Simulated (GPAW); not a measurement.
**Ti2C(OH)2 MXene monolayer: work function by functional and basis**

Aim: the work function of both faces of Ti2C(OH)2 MXene monolayer, and its spread over functionals and bases.

Program: GPAW 26.7.0. Level of theory: GPAW, PAW setups; layer in a repeated cell with vacuum, relaxation of atoms and in-plane cell, in the first sound run; inputs show where later runs differ. Results are calculated unless marked as measured.

## (1) Set-up

The cell holds 7 atoms: 2 H, 2 O, 2 Ti and 1 C. Cell: a = 3.100 Å, b = 3.100 Å, c = 24.603 Å, α = 90.0°, β = 90.0°, γ = 120.0°. Vacuum lies along c.

## (2) Relaxation

Forces are removed first; all later runs use this geometry.

Input file run.py:

```python
import json
import numpy as np
from ase import Atoms
from ase.filters import FrechetCellFilter
from ase.optimize import BFGS
from gpaw import GPAW, PW

slab = Atoms(
    ['H', 'O', 'Ti', 'C', 'Ti', 'O', 'H'],
    positions=[
        [-0.00000, 1.78992, 9.00000],
        [-0.00000, 1.78992, 9.98000],
        [1.55012, 0.89496, 11.07826],
        [0.00000, 0.00000, 12.30153],
        [-0.00000, 1.78992, 13.52480],
        [1.55012, 0.89496, 14.62306],
        [1.55012, 0.89496, 15.60306]],
    cell=[[3.10024, 0.0, 0.0], [-1.55012, 2.68489, 0.0], [0.0, 0.0, 24.6031]],
    pbc=[True, True, True])

slab.calc = GPAW(mode=PW(600), xc='PBE', kpts={'size': (12, 12, 1), 'gamma': True},
                 occupations={'name': 'fermi-dirac', 'width': 0.05}, nbands='160%',
                 convergence={'density': 1e-05}, maxiter=200,
                 symmetry={'tolerance': 1e-3}, txt='slab.txt')
result = {}
# The in-plane cell is free; stress needs a cell that repeats along all three vectors
path = []
opt = BFGS(FrechetCellFilter(slab, mask=[1, 1, 0, 0, 0, 1]), maxstep=0.2)
opt.attach(lambda: path.append((slab.get_potential_energy(), slab.positions.tolist(), slab.get_forces().tolist())))
result['relaxed'] = bool(opt.run(fmax=0.02, steps=45))
result['path'] = path
result['cell'] = slab.cell.tolist()
print('in-plane lattice', slab.cell.cellpar().round(4)[[0, 1, 5]])
energy = slab.get_potential_energy()
fermi = slab.calc.get_fermi_level()
v = slab.calc.get_electrostatic_potential().mean((0, 1)) - fermi
n = slab.calc.get_pseudo_density().mean((0, 1))
L = slab.cell[2, 2]
z = np.arange(len(v)) * L / len(v)
low, high = slab.positions[:, 2].min(), slab.positions[:, 2].max()
below, above = np.interp([low - 6.8, high + 6.8], z, v)
slopes = [np.interp(x, z, np.gradient(v, z)) for x in (low - 6.8, high + 6.8)]
eps = np.array([[slab.calc.get_eigenvalues(k, s) for k in range(len(slab.calc.get_ibz_k_points()))]
                for s in range(slab.calc.get_number_of_spins())]) - fermi
top, bottom = eps[eps < 0].max(), eps[eps > 0].min()
dipole = slab.get_dipole_moment()[2]
print(f'energy {energy:.4f} eV, Fermi level {fermi:.4f} eV, dipole {dipole:.5f} e A')
print(f'potential 6.8 A off the faces, from the Fermi level: lower {below:.4f} eV, upper {above:.4f} eV')
print(f'slope of the potential there: lower {slopes[0]:.5f}, upper {slopes[1]:.5f} eV/A')
print(f'nearest levels on the mesh: {top:.4f} and {bottom:.4f} eV')
print('magnetic moment', round(slab.get_magnetic_moment(), 3))
result.update(energy=energy, fermi=fermi, dipole=dipole, below=below, above=above, slopes=slopes, edges=[top, bottom],
              z=z.tolist(), v=v.tolist(), n=n.tolist(), positions=slab.positions.tolist(),
              forces=slab.get_forces(apply_constraint=False).tolist(), moments=slab.get_magnetic_moments().tolist())
json.dump(result, open('result.json', 'w'))
```

Command:

```
$ OMP_NUM_THREADS=1 OPENBLAS_NUM_THREADS=1 python run.py
```

What it wrote:

```text
Step          Energy          fmax
BFGS:    0      -48.895017        3.177809
BFGS:    1      -49.164713        1.713026
BFGS:    2      -49.285742        0.332717
BFGS:    3      -49.289030        0.202332
BFGS:    4      -49.296368        0.518962
BFGS:    5      -49.304214        0.662596
BFGS:    6      -49.304757        0.460623
BFGS:    7      -49.304564        0.224889
BFGS:    8      -49.304719        0.092061
BFGS:    9      -49.304200        0.109757
BFGS:   10      -49.302014        0.152952
BFGS:   11      -49.299424        0.113306
BFGS:   12      -49.297420        0.038441
BFGS:   13      -49.297262        0.004800
in-plane lattice [  3.0368   3.0368 120.    ]
energy -49.2884 eV, Fermi level 1.3186 eV, dipole -0.00060 e A
potential 6.8 A off the faces, from the Fermi level: lower 1.9978 eV, upper 2.0001 eV
slope of the potential there: lower -0.00126, upper 0.00016 eV/A
nearest levels on the mesh: -0.0125 and 0.0539 eV
magnetic moment 0.0
```

Run time: 27 min. Hardware: 1 thread of Arm Neoverse V1, shared host; peak memory 0.65 GiB.

This run has no spin polarisation, although Ti can carry a moment.

This step gave:

```
dipole along the normal                    : -5.98e-4 e·Å
levels nearest the Fermi level on the mesh : -0.01254, 0.05390 eV from the Fermi level
```

The electrostatic potential energy of an electron (without an applied field's), less the Fermi level, planar mean oscillates, so the rows of the table below give means over windows of 1.58 Å about each position, cut where the curve ends. Its maxima inside the range that stand out by 2 % of the span (Å: eV): 9.2: -0.389, 10.3: -5.85, 11.9: -8.02, 12.7: -8.02, 14.3: -5.84, 15.4: -0.379. Its minima: 8.9: -1.50, 9.8: -10.9, 11.2: -19.1, 12.3: -12.7, 13.4: -19.1, 14.8: -10.8, 15.7: -1.49.

Table of electrostatic potential energy of an electron (without an applied field's), less the Fermi level, planar mean by z; means over each step:

z (Å), electrostatic potential energy of an electron (without an applied field's), less the Fermi level, planar mean (eV) and a bar from the least value:
```
     0.79        2.0 ##############################
     2.37        2.0 ##############################
     3.95        2.0 ##############################
     5.53        1.9 ##############################
     7.11        1.6 #############################
     8.69       -0.3 #########################
    10.27       -9.5 #######
    11.85      -12.2 #
    13.43      -12.8 
    15.01       -4.8 ################
    16.59        0.7 ###########################
    18.17        1.8 ##############################
    19.75        2.0 ##############################
    21.33        2.0 ##############################
    22.91        2.0 ##############################
    24.49        2.0 ##############################
```

The pseudo valence density, planar mean oscillates, so the rows of the table below give means over windows of 1.23 Å about each position, cut where the curve ends. Its maxima inside the range that stand out by 2 % of the span (Å: e/Å³): 9.8: 0.941, 11.1: 1.51, 13.5: 1.51, 14.8: 0.941. Its minima: 10.4: 0.522, 12.5: 0.580, 14.2: 0.522.

The pseudo valence density, planar mean by z; means over each step:

z (Å), pseudo valence density, planar mean (e/Å³) and a bar:
```
     4.30       0.00 
     5.54       0.00 
     6.77       0.00 
     8.00       0.02 #
     9.22       0.39 #############
    10.46       0.83 ############################
    11.69       0.90 ##############################
    12.92       0.90 ##############################
    14.14       0.83 ############################
    15.38       0.39 #############
    16.61       0.02 #
    17.83       0.00 
    19.06       0.00 
    20.29       0.00
```

The relaxation lowered the energy of the cell by 0.403 eV (energies extrapolated to zero smearing; the optimiser's log prints free energies). The largest force left on a free atom is 0.0048 eV/Å.

## (3) The slab's potential

With the geometry fixed, the planar mean of the potential gives the vacuum level on each side.

This step: GPAW, PAW setups; slab in vacuum (GPAW 26.7.0).

The cell differs from the one that the last finished run ended in (c 24.603 → 24.828 Å).

Input file run.py:

```python
import json
import numpy as np
from ase import Atoms
from gpaw import GPAW, PW

slab = Atoms(
    ['H', 'O', 'Ti', 'C', 'Ti', 'O', 'H'],
    positions=[
        [-0.00000, 1.75328, 9.00000],
        [-0.00000, 1.75328, 9.97489],
        [1.51839, 0.87664, 11.25212],
        [0.00000, 0.00000, 12.41420],
        [-0.00000, 1.75328, 13.57628],
        [1.51839, 0.87664, 14.85351],
        [1.51839, 0.87664, 15.82840]],
    cell=[[3.03678, -0.0, 0.0], [-1.51839, 2.62993, 0.0], [0.0, 0.0, 24.8284]],
    pbc=[True, True, False])

slab.calc = GPAW(mode=PW(500), xc='PBE', kpts={'size': (12, 12, 1), 'gamma': True},
                 occupations={'name': 'fermi-dirac', 'width': 0.05}, nbands='160%',
                 convergence={'density': 1e-05}, maxiter=200,
                 poissonsolver={'dipolelayer': 'xy'},
                 symmetry={'tolerance': 1e-3}, txt='slab.txt')
result = {}
energy = slab.get_potential_energy()
fermi = slab.calc.get_fermi_level()
v = slab.calc.get_electrostatic_potential().mean((0, 1)) - fermi
n = slab.calc.get_pseudo_density().mean((0, 1))
L = slab.cell[2, 2]
z = np.arange(len(v)) * L / len(v)
low, high = slab.positions[:, 2].min(), slab.positions[:, 2].max()
below, above = np.interp([low - 6.8, high + 6.8], z, v)
slopes = [np.interp(x, z, np.gradient(v, z)) for x in (low - 6.8, high + 6.8)]
eps = np.array([[slab.calc.get_eigenvalues(k, s) for k in range(len(slab.calc.get_ibz_k_points()))]
                for s in range(slab.calc.get_number_of_spins())]) - fermi
top, bottom = eps[eps < 0].max(), eps[eps > 0].min()
dipole = slab.get_dipole_moment()[2]
print(f'energy {energy:.4f} eV, Fermi level {fermi:.4f} eV, dipole {dipole:.5f} e A')
print(f'potential 6.8 A off the faces, from the Fermi level: lower {below:.4f} eV, upper {above:.4f} eV')
print(f'slope of the potential there: lower {slopes[0]:.5f}, upper {slopes[1]:.5f} eV/A')
print(f'nearest levels on the mesh: {top:.4f} and {bottom:.4f} eV')
print('magnetic moment', round(slab.get_magnetic_moment(), 3))
result.update(energy=energy, fermi=fermi, dipole=dipole, below=below, above=above, slopes=slopes, edges=[top, bottom],
              z=z.tolist(), v=v.tolist(), n=n.tolist(), positions=slab.positions.tolist(),
              forces=slab.get_forces(apply_constraint=False).tolist(), moments=slab.get_magnetic_moments().tolist())
json.dump(result, open('result.json', 'w'))
```

What it wrote:

```text
energy -48.5523 eV, Fermi level 1.2794 eV, dipole 0.00001 e A
potential 6.8 A off the faces, from the Fermi level: lower 2.0146 eV, upper 2.0146 eV
slope of the potential there: lower -0.00064, upper 0.00064 eV/A
nearest levels on the mesh: -0.0128 and 0.0539 eV
magnetic moment 0.0
```

Elapsed: 80 s, on 1 thread; peak memory 0.27 GiB.

This step gave:

```yaml
dipole_along_the_normal: 7.37e-6 e·Å
levels_nearest_the_fermi_level_on_the_mesh: -0.01275, 0.05386 eV from the Fermi level
upper_work_function: 2.015 eV
lower_work_function: 2.015 eV
```

The electrostatic potential energy of an electron (without an applied field's), less the Fermi level, planar mean oscillates, so the rows of the table below give means over windows of 1.56 Å about each position, cut where the curve ends. Its maxima inside the range that stand out by 2 % of the span (Å: eV): 9.3: -0.385, 10.4: -5.86, 12.0: -8.04, 12.9: -8.04, 14.4: -5.86, 15.5: -0.385. Its minima: 9.0: -1.47, 10.0: -10.9, 11.2: -19.1, 12.4: -12.7, 13.6: -19.1, 14.8: -10.9, 15.8: -1.47.

Table of electrostatic potential energy of an electron (without an applied field's), less the Fermi level, planar mean by z; means over each step:

```
z (Å)  electrostatic potential energy of an electron (without an applied field's), less the Fermi level, planar mean (eV)
 0.78                                                                                                                2.02
 2.34                                                                                                                2.01
 3.90                                                                                                                2.01
 5.46                                                                                                                1.97
 7.02                                                                                                                1.70
 8.58                                                                                                              0.0411
10.14                                                                                                               -7.17
11.70                                                                                                               -13.3
13.26                                                                                                               -13.3
14.82                                                                                                               -6.18
16.38                                                                                                               0.199
17.94                                                                                                                1.75
19.50                                                                                                                1.97
21.06                                                                                                                2.01
22.62                                                                                                                2.01
24.18                                                                                                                2.02
```

The pseudo valence density, planar mean oscillates, so the rows of the table below give means over windows of 1.29 Å about each position, cut where the curve ends. Its maxima inside the range that stand out by 2 % of the span (Å: e/Å³): 9.9: 0.926, 11.2: 1.54, 13.6: 1.54, 14.9: 0.926. Its minima: 10.5: 0.522, 12.7: 0.578, 14.3: 0.522.

The pseudo valence density, planar mean by z; means over each step:

```
z (Å)  pseudo valence density, planar mean (e/Å³)
 4.52                                      1.2e-4
 5.80                                      5.7e-4
 7.10                                     0.00236
 8.38                                      0.0468
 9.68                                       0.575
10.96                                       1.000
12.25                                       0.636
13.54                                        1.05
14.84                                       0.659
16.12                                       0.102
17.41                                     0.00383
18.71                                      8.1e-4
20.00                                      1.8e-4
21.29                                      3.6e-5
```

Force by atom:

```
atom  x (eV/Å)  y (eV/Å)  z (eV/Å)    size
  H1    0.0000    0.0000   -0.0998  0.0998
  O2    0.0000    0.0000    0.0769  0.0769
 Ti3    0.0000    0.0000   -0.0240  0.0240
  C4    0.0000    0.0000    0.0000  0.0000
 Ti5    0.0000    0.0000    0.0240  0.0240
  O6    0.0000    0.0000   -0.0769  0.0769
  H7    0.0000    0.0000    0.0998  0.0998
```

The potential is flat to 6.4e-4 eV/Å where it is read, so the vacuum is wide enough.

## (4) Self-consistent run: xc = "LDA"

The same geometry under LDA, to see how far the functional moves the levels against the vacuum.

Changes to run.py since step 3:

```diff
@@ -18,3 +18,3 @@
 
-slab.calc = GPAW(mode=PW(500), xc='PBE', kpts={'size': (12, 12, 1), 'gamma': True},
+slab.calc = GPAW(mode=PW(500), xc='LDA', kpts={'size': (12, 12, 1), 'gamma': True},
                  occupations={'name': 'fermi-dirac', 'width': 0.05}, nbands='160%',
```

What it wrote:

```text
energy -53.2511 eV, Fermi level 1.0143 eV, dipole 0.00001 e A
potential 6.8 A off the faces, from the Fermi level: lower 2.2250 eV, upper 2.2250 eV
slope of the potential there: lower -0.00037, upper 0.00037 eV/A
nearest levels on the mesh: -0.0188 and 0.0495 eV
magnetic moment 0.0
```

It took 75 s on 1 thread; peak memory 0.27 GiB.

This step gave:

```yaml
dipole_along_the_normal: 8.29e-6 e·Å
levels_nearest_the_fermi_level_on_the_mesh: -0.01885, 0.04947 eV from the Fermi level
upper_work_function: 2.225 eV
lower_work_function: 2.225 eV
```

The electrostatic potential energy of an electron (without an applied field's), less the Fermi level, planar mean oscillates, so the rows of the table below give means over windows of 1.56 Å about each position, cut where the curve ends. Its maxima inside the range that stand out by 2 % of the span (Å: eV): 9.3: -0.0846, 10.4: -5.44, 12.0: -7.70, 12.9: -7.70, 14.4: -5.44, 15.5: -0.0846. Its minima: 9.0: -1.20, 10.0: -10.6, 11.2: -18.7, 12.4: -12.4, 13.6: -18.7, 14.8: -10.6, 15.8: -1.20.

Table of electrostatic potential energy of an electron (without an applied field's), less the Fermi level, planar mean by z; means over each step:

```
z (Å)  electrostatic potential energy of an electron (without an applied field's), less the Fermi level, planar mean (eV)
 0.78                                                                                                                2.23
 2.34                                                                                                                2.22
 3.90                                                                                                                2.22
 5.46                                                                                                                2.19
 7.02                                                                                                                1.96
 8.58                                                                                                               0.317
10.14                                                                                                               -6.80
11.70                                                                                                               -12.9
13.26                                                                                                               -12.9
14.82                                                                                                               -5.81
16.38                                                                                                               0.472
17.94                                                                                                                2.00
19.50                                                                                                                2.19
21.06                                                                                                                2.22
22.62                                                                                                                2.22
24.18                                                                                                                2.23
```

The pseudo valence density, planar mean oscillates, so the rows of the table below give means over windows of 1.29 Å about each position, cut where the curve ends. Its maxima inside the range that stand out by 2 % of the span (Å: e/Å³): 9.9: 0.924, 11.2: 1.54, 13.6: 1.54, 14.9: 0.924. Its minima: 10.5: 0.524, 12.7: 0.577, 14.3: 0.524.

Table of pseudo valence density, planar mean by z; means over each step:

z (Å), pseudo valence density, planar mean (e/Å³) and a bar:
```
     4.52       0.00 
     5.80       0.00 
     7.10       0.00 
     8.38       0.05 #
     9.68       0.57 ################
    10.96       1.00 #############################
    12.25       0.64 ##################
    13.54       1.05 ##############################
    14.84       0.66 ###################
    16.12       0.10 ###
    17.41       0.00 
    18.71       0.00 
    20.00       0.00
```

Force by atom:

```
atom  x (eV/Å)  y (eV/Å)  z (eV/Å)   size
  H1     0.000     0.000    -0.222  0.222
  O2     0.000     0.000     0.895  0.895
 Ti3     0.000     0.000    -0.038  0.038
  C4     0.000     0.000     0.000  0.000
 Ti5     0.000     0.000     0.038  0.038
  O6     0.000     0.000    -0.895  0.895
  H7     0.000     0.000     0.222  0.222
```

The upper face's work function is 2.225 eV, against 2.015 eV in the first plane-wave PBE run at this geometry.

## (5) Self-consistent run: xc = "vdW-DF2"

The same geometry under vdW-DF2, to see how far the functional moves the levels against the vacuum (the van der Waals functionals take revPBE setups).

Changes to run.py since step 4:

```diff
@@ -18,3 +18,3 @@
 
-slab.calc = GPAW(mode=PW(500), xc='LDA', kpts={'size': (12, 12, 1), 'gamma': True},
+slab.calc = GPAW(mode=PW(500), xc='vdW-DF2', kpts={'size': (12, 12, 1), 'gamma': True},
                  occupations={'name': 'fermi-dirac', 'width': 0.05}, nbands='160%',
```

What it wrote:

```text
energy -158.7309 eV, Fermi level 0.6349 eV, dipole 0.00001 e A
potential 6.8 A off the faces, from the Fermi level: lower 2.9105 eV, upper 2.9105 eV
slope of the potential there: lower -0.00453, upper 0.00453 eV/A
nearest levels on the mesh: -0.0112 and 0.0455 eV
magnetic moment 0.0
```

Run time: 2 min. Hardware: 1 thread; peak memory 0.44 GiB.

Numbers from this step:

- dipole along the normal: 7.05e-6 e·Å
- levels nearest the Fermi level on the mesh: -0.01116, 0.04554 eV from the Fermi level
- upper work function: 2.910 eV
- lower work function: 2.910 eV

The upper face's work function is 2.910 eV, against 2.015 eV in the first plane-wave PBE run at this geometry.

(Continued in part 2 of 2.)

[Logs are printed without paths, hosts, clocks, repeated set-up lines and the standing remarks that a program may print on its own settings, such as how far it seeks lower states.]

[Hosts, paths, dates, database ids (printed as entryN), source tags and the programs' standing remarks are cut or masked in the printed files.]
